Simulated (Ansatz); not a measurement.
**LuBe2V2, from a guessed structure to a relaxed one**

Starting from a made-up structure for LuBe2V2, the aim is the relaxed cell, its shortest contacts and, where a second run follows, its electronic structure.

Program: Ansatz 0.2.0. Level of theory: DFT, PBEsol, plane-wave PAW, files of the set soft_1, scalar-relativistic, ferromagnetic start, cell and ions relaxed at zero pressure; PAW set soft_1. Results are calculated unless marked as measured.

In doubt: warnings of the run leave room for a lower electronic state, so energies may not be the lowest and differences between runs may mislead.

## Step 1: The structure

Symmetry: I4/mmm, No. 139, tetragonal system. Conventional cell: a = 3.680 Å, b = 3.680 Å, c = 9.195 Å, α = 90.00°, β = 90.00°, γ = 90.00°. Nearest to Lu lie 10 V at 2.93 to 3.25 Å and 8 Be at 2.94 Å. Nearest to V lie 4 Be at 2.07 Å and 5 V at 2.70 to 3.22 Å and 5 Lu at 2.93 to 3.25 Å. Nearest to Be lie 4 V at 2.07 Å and 4 Be at 2.60 Å and 4 Lu at 2.94 Å. Farther neighbours are not listed.

## Step 2: Relaxation of the guess

The guessed cell has no reason to be at equilibrium. It is relaxed with the atoms, within the space group of the guess.

Input file input.yaml:

```yaml
crystal:
  lattice:
    - [-1.84, 1.84, 4.5975]
    - [1.84, -1.84, 4.5975]
    - [1.84, 1.84, -4.5975]
  atoms:
    - { symbol: Lu, position: [0.0, 0.0, 0.0] }
    - { symbol: V, position: [0.6469, 0.6469, 0.0], spin: 2.0 }
    - { symbol: V, position: [0.3531, 0.3531, 0.0], spin: 2.0 }
    - { symbol: Be, position: [0.75, 0.25, 0.5] }
    - { symbol: Be, position: [0.25, 0.75, 0.5] }
magnetization:
  spin_polarized: true
kpoints:
  mp_grid: { grid: [10, 10, 10] }
scf:
  occupations: { method: fermi_dirac, width: 0.05 }
hamiltonian:
  xc: pbesol
  pseudopotentials: { kind: paw, azcp: { folder: soft_1 }, xc_functional: pbe }
relax:
  f_tol: 0.015
  max_steps: 70
  cell: {}
output:
  forces: true
  stress: true
```

Launch:

```sh
$ ansatz run input.yaml --threads 4 --pin off --max-ram 8192MiB --backend cpu --events-out ev --progress --plain --runs-dir out
```

Numbers of over 12 decimals in the logs are rounded to 6 here.

What it wrote:

```text
basis.fft_grid_basis auto: the FFT boxes are laid along the combinations [[1, 0, 1], [0, 1, 1], [0, 0, 1]] of the cell's own vectors, 3.680, 3.680 and 5.283 Å long. The dense box has 25×25×36 points. Along the cell's own vectors, as sized, it would have 36×36×36, 2.07 times as many. Of the 16 symmetry operations that the crystal satisfies within crystal.symmetry.tolerance (time reversal apart; of a slab, those that k [...]
Engine: ansatz 0.2.0, aarch64-unknown-linux-gnu
Pseudopotentials: kind: paw
Pseudopotential: Lu, paw, valence charge 25, recommended cutoff 420 eV (normal), soft_1/Lu.paw.azcp
Pseudopotential: V, paw, valence charge 13, recommended cutoff 420 eV (normal), soft_1/V.paw.azcp
Pseudopotential: Be, paw, valence charge 2, recommended cutoff 420 eV (normal), soft_1/Be.paw.azcp
Functional definition: PBEsol
  exchange = pbesol_x
  correlation = pbesol_c
Crystal: 5 atoms, lattice volume = 62.261 Å³
Basis set: ecut = 420 eV, 1219 PW (Γ), FFT grids on a1+a3, a2+a3, a3, exchange–correlation on 50×50×72 points (8 copies of the dense FFT grid, shifted against one another)
Bands: 36, of which v1, the nominal top of the filled ones, is band 28 counted from 1 (27 counted from 0)
Symmetry: 16 space group operations
Space group: I4/mmm (ITA 139), of the structure as read, at distance tolerance 4.0e-5 Å
Magnetic group: BNS 139.531 (UNI 1191), of the structure as read, at distance tolerance 4.0e-5 Å
k-points: 102 of 1000
Non-local potential: Lu, projectors of the file, l = 0: 3, l = 1: 2, l = 2: 2, l = 3: 3
Non-local potential: V, projectors of the file, l = 0: 3, l = 1: 2, l = 2: 3, l = 3: 1
Non-local potential: Be, projectors of the file, l = 0: 2, l = 1: 2, l = 2: 1
PAW form: soft (Blöchl's): semilocal exchange-correlation on the pseudo side does not see the compensation charge
PAW frozen core: Lu, regenerated for the run's functional, and the local potential with it (the file was generated under x = pbe(κ = 0.804, μ = 0.219515), c = pbe(β = 0.066725))
PAW frozen core: V, regenerated for the run's functional, and the local potential with it (the file was generated under x = pbe(κ = 0.804, μ = 0.219515), c = pbe(β = 0.066725))
PAW frozen core: Be, regenerated for the run's functional, and the local potential with it (the file was generated under x = pbe(κ = 0.804, μ = 0.219515), c = pbe(β = 0.066725))
PAW one-centre angular grid: Lu, 590 points (default); XC on 64 Gauss nodes
PAW one-centre angular grid: V, 590 points (default); XC on 64 Gauss nodes
PAW one-centre angular grid: Be, 110 points (default); XC on 64 Gauss nodes
Initial density: superposition of atomic densities (chi_scale 0.1, normalization cell)
Starting moments: Σ|m| = 4 μB on 2 of 5 sites
Initial wavefunctions: pseudopotential atomic-orbital guess
Functional: x = pbesol(κ = 0.804, μ = 0.123457), c = pbesol(β = 0.046)
SCF iter   1: F=—  HF=-20561.334297 eV  |F-HF|=—  |Δ(HF+E_count)|=         —  Δρ=7.49e-2 (↑7.49e-2 ↓3.72e-2)  dr2=8.29e0  dr2_m=9.69e-1  M=2.316 μB ∫|m|=2.602 μB  β_m=0.30  ethr=3.10e-3  ⟨swp⟩=8.0  Hψ=39310  notcnv=0
Mixer restart at iter 1: flushing history
preconditioner: auto → Kerker (q_TF=auto, 2.672 Å⁻¹)  [metal: Δε(μ)=0.008 eV  Ē_g=8.606 eV  σ=0.050 eV  W_gap=0.04  n_scr=22 (ndim 8)  ℏωp=28.6 eV  f_vac=0.000  D(μ)=4.25/eV (n_scr^D=36)]
spin=Collinear: Kerker preconditioning applied to the charge; magnetization (m = ρ↑ − ρ↓) channel mixes plain (no charge-response kernel on spin).
SCF iter   2: F=—  HF=-20559.610401 eV  |F-HF|=—  |Δ(HF+E_count)|=    1.72e0  Δρ=4.42e-2 (↑4.42e-2 ↓3.02e-2)  dr2=3.51e0  dr2_m=4.96e-1  M=2.177 μB ∫|m|=2.515 μB  β_m=0.49  ethr=3.10e-3  ⟨swp⟩=3.3  Hψ=15735  notcnv=0  defer=274
SCF iter   3: F=—  HF=-20559.934109 eV  |F-HF|=—  |Δ(HF+E_count)|=   3.24e-1  Δρ=2.85e-2 (↑1.62e-2 ↓2.85e-2)  dr2=1.60e0  dr2_m=1.41e-1  M=1.771 μB ∫|m|=2.150 μB  β_m=0.48  ethr=3.10e-3  ⟨swp⟩=3.3  Hψ=15288  notcnv=0  defer=285
SCF iter   4: F=—  HF=-20560.166504 eV  |F-HF|=—  |Δ(HF+E_count)|=   2.32e-1  Δρ=2.00e-2 (↑9.92e-3 ↓2.00e-2)  dr2=4.56e-1  dr2_m=9.77e-2  M=1.506 μB ∫|m|=1.882 μB  β_m=0.63  ethr=2.90e-3  ⟨swp⟩=3.9  Hψ=15097  notcnv=0  defer=234
SCF iter   5: F=—  HF=-20560.270228 eV  |F-HF|=—  |Δ(HF+E_count)|=   1.04e-1  Δρ=1.16e-2 (↑1.16e-2 ↓7.68e-3)  dr2=6.68e-2  dr2_m=3.35e-2  M=0.908 μB ∫|m|=1.184 μB  β_m=0.81  ethr=8.30e-4  ⟨swp⟩=3.9  Hψ=16171  notcnv=0  defer=240
SCF iter   6: F=—  HF=-20560.507803 eV  |F-HF|=—  |Δ(HF+E_count)|=         —  Δρ=2.01e-2 (↑2.01e-2 ↓1.70e-2)  dr2=1.70e-2  dr2_m=1.94e-1  M=0.276 μB ∫|m|=0.432 μB  β_m=0.81  ethr=1.21e-4  ⟨swp⟩=3.7  Hψ=16716  notcnv=0  defer=252
Mixer restart at iter 6: flushing history
SCF iter   7: F=—  HF=-20560.492775 eV  |F-HF|=—  |Δ(HF+E_count)|=   1.50e-2  Δρ=8.10e-3 (↑7.57e-3 ↓8.10e-3)  dr2=5.07e-3  dr2_m=3.42e-2  M=0.136 μB ∫|m|=0.217 μB  β_m=0.91  ethr=3.10e-5  ⟨swp⟩=4.1  Hψ=19606  notcnv=0  defer=202
SCF iter   8: F=—  HF=-20560.526933 eV  |F-HF|=—  |Δ(HF+E_count)|=   3.42e-2  Δρ=5.36e-3 (↑5.36e-3 ↓4.31e-3)  dr2=2.91e-2  dr2_m=3.45e-3  M=0.041 μB ∫|m|=0.066 μB  β_m=0.62  ethr=9.22e-6  ⟨swp⟩=4.2  Hψ=21842  notcnv=0  defer=221  recentre
SCF iter   9: F=—  HF=-20560.488574 eV  |F-HF|=—  |Δ(HF+E_count)|=   3.84e-2  Δρ=1.42e-3 (↑1.42e-3 ↓1.09e-3)  dr2=3.37e-4  dr2_m=8.54e-4  M=0.029 μB ∫|m|=0.047 μB  β_m=0.58  ethr=9.22e-6  ⟨swp⟩=4.0  Hψ=21406  notcnv=0  defer=222
SCF iter  10: F=—  HF=-20560.488223 eV  |F-HF|=—  |Δ(HF+E_count)|=   3.51e-4  Δρ=3.52e-4 (↑2.26e-4 ↓3.52e-4)  dr2=5.17e-5  dr2_m=2.92e-5  M=0.009 μB ∫|m|=0.015 μB  β_m=0.76  ethr=6.12e-7  ⟨swp⟩=3.0  Hψ=17318  notcnv=0  defer=221
SCF iter  11: F=—  HF=-20560.488315 eV  |F-HF|=—  |Δ(HF+E_count)|=   9.20e-5  Δρ=1.01e-4 (↑7.39e-5 ↓1.01e-4)  dr2=2.52e-5  dr2_m=8.64e-7  M=0.001 μB ∫|m|=0.002 μB  β_m=0.88  ethr=9.39e-8  ⟨swp⟩=2.6  Hψ=13289  notcnv=0  defer=221
SCF iter  12: F=—  HF=-20560.488318 eV  |F-HF|=—  |Δ(HF+E_count)|=   3.09e-6  Δρ=3.56e-5 (↑2.23e-5 ↓3.56e-5)  dr2=7.24e-7  dr2_m=3.44e-7  M=0.001 μB ∫|m|=0.001 μB  β_m=0.94  ethr=4.57e-8  ⟨swp⟩=2.3  Hψ=12819  notcnv=0  defer=221
SCF iter  13: F=—  HF=-20560.488318 eV  |F-HF|=—  |Δ(HF+E_count)|=   7.98e-8  Δρ=1.49e-5 (↑1.49e-5 ↓1.06e-5)  dr2=5.23e-8  dr2_m=8.66e-8  M=0.000 μB ∫|m|=0.001 μB  β_m=0.97  ethr=1.32e-9  ⟨swp⟩=2.4  Hψ=13579  notcnv=0  defer=221
SCF iter  14: F=—  HF=-20560.488318 eV  |F-HF|=—  |Δ(HF+E_count)|=   2.85e-8  Δρ=2.28e-6 (↑2.28e-6 ↓2.21e-6)  dr2=1.72e-9  dr2_m=2.35e-9  M=0.000 μB ∫|m|=0.000 μB  β_m=0.98  ethr=9.51e-11  ⟨swp⟩=3.2  Hψ=16365  notcnv=0  defer=221
[...]
SCF 3 converged in 13 iterations: F = -20561.196969 eV  dr2 = 4.10e-8
relax step   3: F+E_penalty+E_count = -20561.19696923 eV  Δ(F+E_penalty+E_count) = -1.494e-1 eV  max|allowed force component| = 4.790e-1 eV/Å  Δτ_max = 0.0347 Å  P = +1.398 GPa  Ω = 71.218 Å³  energy of the carried Pulay correction = -5.612e-3 eV  (13 SCF iters, dr2 threshold 5.00e-7 eV, accepted)
[...]
relax step   4: F+E_penalty+E_count = -20561.23048067 eV  Δ(F+E_penalty+E_count) = -3.351e-2 eV  max|allowed force component| = 2.924e-1 eV/Å  Δτ_max = 0.0467 Å  P = +0.483 GPa  Ω = 71.505 Å³  energy of the carried Pulay correction = -5.779e-3 eV  (12 SCF iters, dr2 threshold 5.00e-7 eV, accepted)
[...]
relax step   5: F+E_penalty+E_count = -20561.24630728 eV  Δ(F+E_penalty+E_count) = -1.583e-2 eV  max|allowed force component| = 3.251e-2 eV/Å  Δτ_max = 0.0648 Å  P = +0.483 GPa  Ω = 71.321 Å³  energy of the carried Pulay correction = -5.672e-3 eV  (29 SCF iters, dr2 threshold 5.00e-7 eV, accepted)
[...]
relax step   6: F+E_penalty+E_count = -20561.24708368 eV  Δ(F+E_penalty+E_count) = -7.764e-4 eV  max|allowed force component| = 7.187e-4 eV/Å  Δτ_max = 0.0036 Å  P = +0.008 GPa  Ω = 71.625 Å³  energy of the carried Pulay correction = -5.850e-3 eV  (26 SCF iters, accepted)
[...]
relax step   7: F+E_penalty+E_count = -20561.24709206 eV  Δ(F+E_penalty+E_count) = -8.377e-6 eV  max|allowed force component| = 9.191e-5 eV/Å  Δτ_max = 0.0010 Å  P = -0.007 GPa  Ω = 71.631 Å³  energy of the carried Pulay correction = -5.853e-3 eV  (12 SCF iters, accepted)
[...]
relax step   8: F+E_penalty+E_count = -20561.25656394 eV  Δ(F+E_penalty+E_count) = -9.472e-3 eV  max|allowed force component| = 8.083e-4 eV/Å  Δτ_max = 0.0000 Å  P = +0.124 GPa  Ω = 71.631 Å³  stress off target by 1.62e-1 GPa  SCF on the basis re-selected at this cell (its energy is not comparable with the rows above)  (11 SCF iters)
[...]
relax step   9: F+E_penalty+E_count = -20561.25659301 eV  Δ(F+E_penalty+E_count) = -2.907e-5 eV  max|allowed force component| = 6.280e-4 eV/Å  Δτ_max = 0.0020 Å  P = +0.012 GPa  Ω = 71.716 Å³  energy of the carried Pulay correction = -4.576e-5 eV  (15 SCF iters, accepted)
iter 1 solved again at ethr=1.79e-8 eV; its pass at ethr=3.10e-3 eV (dr2=9.84e-6 eV) is discarded
SCF iter   1: F=—  HF=-20561.256647 eV  |F-HF|=—  |Δ(HF+E_count)|=         —  Δρ=1.22e-4 (↑1.22e-4 ↓1.22e-4)  dr2=8.78e-7  dr2_m=4.22e-13  M=0.000 μB ∫|m|=0.000 μB  β_m=0.65  ethr=1.79e-8  ⟨swp⟩=5.6  Hψ=70028  notcnv=0
preconditioner: auto → Kerker (q_TF=auto, 2.363 Å⁻¹)  [metal: Δε(μ)=0.019 eV  Ē_g=8.635 eV  σ=0.050 eV  W_gap=0.09  n_scr=14 (ndim 8)  ℏωp=26.7 eV  f_vac=0.000  D(μ)=5.64/eV (n_scr^D=76)]
spin=Collinear: Kerker preconditioning applied to the charge; magnetization (m = ρ↑ − ρ↓) channel mixes plain (no charge-response kernel on spin).
SCF iter   2: F=—  HF=-20561.256637 eV  |F-HF|=—  |Δ(HF+E_count)|=   1.05e-5  Δρ=4.37e-5 (↑4.37e-5 ↓4.37e-5)  dr2=1.13e-7  dr2_m=5.09e-13  M=0.000 μB ∫|m|=0.000 μB  β_m=0.65  ethr=1.60e-9  ⟨swp⟩=1.9  Hψ=9526  notcnv=0
SCF iter   3: F=—  HF=-20561.256635 eV  |F-HF|=—  |Δ(HF+E_count)|=   1.64e-6  Δρ=8.96e-7 (↑8.96e-7 ↓8.94e-7)  dr2=1.20e-9  dr2_m=5.65e-13  M=0.000 μB ∫|m|=0.000 μB  β_m=0.47  ethr=2.05e-10  ⟨swp⟩=2.1  Hψ=11517  notcnv=0
SCF iter   4: F=—  HF=-20561.256635 eV  |F-HF|=—  |Δ(HF+E_count)|=   2.67e-9  Δρ=2.34e-7 (↑2.34e-7 ↓2.29e-7)  dr2=1.76e-10  dr2_m=2.81e-12  M=0.000 μB ∫|m|=0.000 μB  β_m=0.73  ethr=2.18e-12  ⟨swp⟩=3.1  Hψ=17418  notcnv=0
SCF iter   5: F=—  HF=-20561.256635 eV  |F-HF|=—  |Δ(HF+E_count)|=   5.24e-8  Δρ=1.29e-7 (↑9.40e-8 ↓1.29e-7)  dr2=4.53e-11  dr2_m=1.82e-12  M=0.000 μB ∫|m|=0.000 μB  β_m=0.87  ethr=1.00e-12  ⟨swp⟩=2.0  Hψ=11500  notcnv=0
SCF iter   6: F=—  HF=-20561.256635 eV  |F-HF|=—  |Δ(HF+E_count)|=  5.09e-11  Δρ=1.18e-7 (↑8.73e-8 ↓1.18e-7)  dr2=1.13e-11  dr2_m=5.78e-12  M=0.000 μB ∫|m|=0.000 μB  β_m=0.93  ethr=1.00e-12  ⟨swp⟩=1.6  Hψ=8256  notcnv=0
SCF iter   7: F=-20561.256635 eV  HF=-20561.256635 eV  |F-HF|=1.46e-11  |Δ(HF+E_count)|=  7.28e-12  Δρ=8.80e-8 (↑3.26e-8 ↓8.80e-8)  dr2=1.61e-11  dr2_m=7.19e-13  M=0.000 μB ∫|m|=0.000 μB  ethr=1.00e-12  ⟨swp⟩=4.8  Hψ=34354  notcnv=0
the starting moments were not kept: the SCF closed with an absolute magnetisation of 2.4e-5 μB, where they sum to 4 μB in size (2 sites). That is at most 0.1 of that sum.
SCF 10 converged in 7 iterations: F = -20561.256635 eV  dr2 = 1.61e-11
relax step  10: F+E_penalty+E_count = -20561.25663533 eV  Δ(F+E_penalty+E_count) = -4.233e-5 eV  max|allowed force component| = 6.354e-4 eV/Å  Δτ_max = 0.0000 Å  P = +0.012 GPa  Ω = 71.716 Å³  stress off target by 1.28e-2 GPa  SCF on the basis re-selected at this cell (its energy is not comparable with the rows above)  (7 SCF iters)
basis re-selected at this cell: Δ(F+E_penalty+E_count) = -4.233e-5 eV, ΔP = +0.000 GPa vs the last step (what re-selecting the basis moved, of the pressure what is left beyond the Pulay correction that the steps carried, after the strain that the cell walked since its last selection, with what the two solves' SCF thresholds leave and, on support functions, any second-order correction that the steps lacked; it is no m [...]
SCF converged after 7 iterations
Magnetization: 0.0000 μB (27.5000 up, 27.5000 down)
Absolute magnetization: 0.0000 μB (∫|ρ↑−ρ↓|, with the PAW one-centre terms)
Spin contamination: 0.0000 ħ² per cell (⟨S²⟩ above its minimum at these occupations)
Per-site moments (μB) at R_I (Å): [(1.2274871086120008e-8, 1.253354), (8.942406978501648e-6, 0.923353), (8.942406978428414e-6, 0.923353), (-6.765625472731878e-8, 0.923353), (-6.765625477401328e-8, 0.923353)]
Free energy (F): -20561.256635 eV
Harris-Foulkes:  -20561.256635 eV  (|F-HF|=1.46e-11)
Internal energy: -20561.210949 eV  (E = F + TS)
E sigma→0 (E₀):  -20561.233792 eV
Entropy (-TS):   -0.045686 eV (-9.137 meV/atom)
Fermi energy:    12.944429 eV
--- Per-component energies (eV) ---
  E_band       = -345.295899
  E_kinetic    = 1051.348488
  E_local      = -9539.596064  (includes V_loc(G=0)·N_el)
  E_nonlocal   = 862.627107
  E_hartree    = 4007.161610
  E_xc         = -473.873779
  E_vxc        = -581.944076  (∫ρ·V_xc dr)
  E_paw        = -9612.596559  (= ΣΔE_a)
  E_vpaw       = -152.056775  (= ΣTr[D̂ρ^β])
  E_aug_tail   = 0.002080  (compensation charges beyond the density's cutoff)
  E_ewald      = -6857.794136
  E_core_change = 1.510306  (= ΣΔE_core)
  E_smearing   = -0.045686  (= −TS)
  E_closure    = 0.000000  (closes the sum)
  Σ components = -20561.256635   (vs F -20561.256635, Δ=0.00e0)
--- Forces (eV/Å), atoms counted from 1 ---
  atom   1  Lu     0.00000000     0.00000000     0.00000000
  atom   2  V      0.00000000    -0.00000000     0.00063542
  atom   3  V      0.00000000     0.00000000    -0.00063542
  atom   4  Be     0.00000000     0.00000000     0.00000000
  atom   5  Be     0.00000000     0.00000000     0.00000000
  max |Σ_I F_I| component: 1.04e-17 eV/Å
--- Stress (GPa, compression-positive) ---
        0.012762       0.000000       0.000000
        0.000000       0.012762      -0.000000
        0.000000       0.000000       0.010232
  P = ⅓ Tr σ = 0.0119 GPa (0.119 kbar)
--- Relaxed structure (8 steps of the walk, 8 accepted, 2 SCFs on fresh bases) ---
  F+E_penalty+E_count = -20561.25663533 eV   max|allowed force component| = 6.354e-4 eV/Å   (the final SCF, on the basis selected at the relaxed cell)
  cell:  # Å, volume = 71.7159 Å³
    - [-1.967754, 1.967754, 4.630347]
    - [1.967754, -1.967754, 4.630347]
    - [1.967754, 1.967754, -4.630347]
  atoms:
    - { symbol: Lu, position: [0, 0, 0] }
    - { symbol: V, position: [0.634780, 0.634780, 0] }
    - { symbol: V, position: [0.365220, 0.365220, 0] }
    - { symbol: Be, position: [0.75, 0.250000, 0.500000] }
    - { symbol: Be, position: [0.250000, 0.75, 0.500000] }
```

Elapsed: 4.2 min, on 4 threads of Arm Neoverse N1, shared host; peak memory 0.69 GiB; 16 min of CPU time.

Relaxation path:

```tsv
step	energy less that of the first step (eV)	largest force component (eV/Å)	pressure (GPa)	volume (Å³)
1	0.0000	1.4153	21.10	62.26
2	-0.5593	0.9846	4.17	69.95
3	-0.7087	0.4790	1.40	71.22
4	-0.7422	0.2924	0.48	71.50
5	-0.7580	0.0325	0.48	71.32
6	-0.7588	0.0007	0.01	71.63
7	-0.7588	0.0001	-0.01	71.63
8*	-0.7682	0.0008	0.12	71.63
9	-0.7683	0.0006	0.01	71.72
10*	-0.7683	0.0006	0.01	71.72
```

Relaxation steps marked * repeat the geometry before them on a plane-wave basis chosen anew for their cell, so energy and pressure can jump there.

The run keeps the 16 symmetry operations that it works with, so distortions that break them were not tested.

```tsv
conventional cell, symmetrised	before	after	change
a (Å)	3.680	3.936	+6.9 %
b (Å)	3.680	3.936	+6.9 %
c (Å)	9.195	9.261	+0.7 %
volume (Å³/atom)	12.45	14.34	+15.2 %
```

The atoms that moved most (Å, as changes of fractional coordinates times the final cell):

```tsv
atom	dx	dy	dz	length
V2	0.000	0.000	-0.112	0.112
V3	0.000	0.000	0.112	0.112
```

The relaxed structure:

```
Lu V Be
1.0
    -1.96775    1.96775    4.63035
     1.96775   -1.96775    4.63035
     1.96775    1.96775   -4.63035
Lu V Be
1 2 2
Direct
  0.00000 0.00000 0.00000
  0.63478 0.63478 0.00000
  0.36522 0.36522 0.00000
  0.75000 0.25000 0.50000
  0.25000 0.75000 0.50000
```

Numbers from this step:

| Quantity | Value |
| --- | --- |
| free energy | -20561.2566 eV |
| energy at zero smearing | -20561.2338 eV |
| smearing term TS | 0.04569 eV |
| Fermi energy | 12.94 eV |
| electrons | 55 |
| symmetry operations | 16 |
| pressure | 0.01192 GPa |

The shortest distance of each pair, which need not be the same contact before and after:

```tsv
pair	guess (Å)	relaxed (Å)
Be–V	2.070	2.238
V–V	2.701	2.496
Be–Be	2.602	2.783
Be–Lu	2.944	3.038
Lu–V	2.932	3.050
```

The relaxation ends with a largest force component of 6.4e-4 eV/Å and a pressure of 0.01 GPa. The starting moments have collapsed: the run ends non-magnetic.

## Step 3: Summary of results

* space group, relaxed: I4/mmm
* conventional cell: a = 3.936, b = 3.936, c = 9.261 Å; α = 90.0°, β = 90.0°, γ = 90.0°
* volume per atom: 14.34 Å³ (guess 12.45)
* total moment: 0.00 μB in the cell of 5 atoms

**Reading.** LuBe2V2 relaxes to I4/mmm with a = 3.936, b = 3.936 and c = 9.261 Å. The guessed volume was 13 % too small. The space group I4/mmm was held in the relaxation, so the end point is a stationary structure within it and may be a saddle against distortions or other arrangements. The moments died out from this one start and weren't seeded again at the relaxed cell. The electronic state may lie above the lowest one. Mesh and cutoff weren't tested. Spin-orbit coupling is left out, which can matter for elements this heavy. No dispersion term is used, so weakly bound directions may come out too long. Nothing here tests whether the compound is stable against decomposition.

[Logs are printed without paths, hosts, clocks, repeated set-up lines and the standing remarks that a program may print on its own settings, such as how far it seeks lower states.]

[Hosts, paths, dates, database ids (printed as entryN), source tags and the programs' standing remarks are cut or masked in the printed files.]
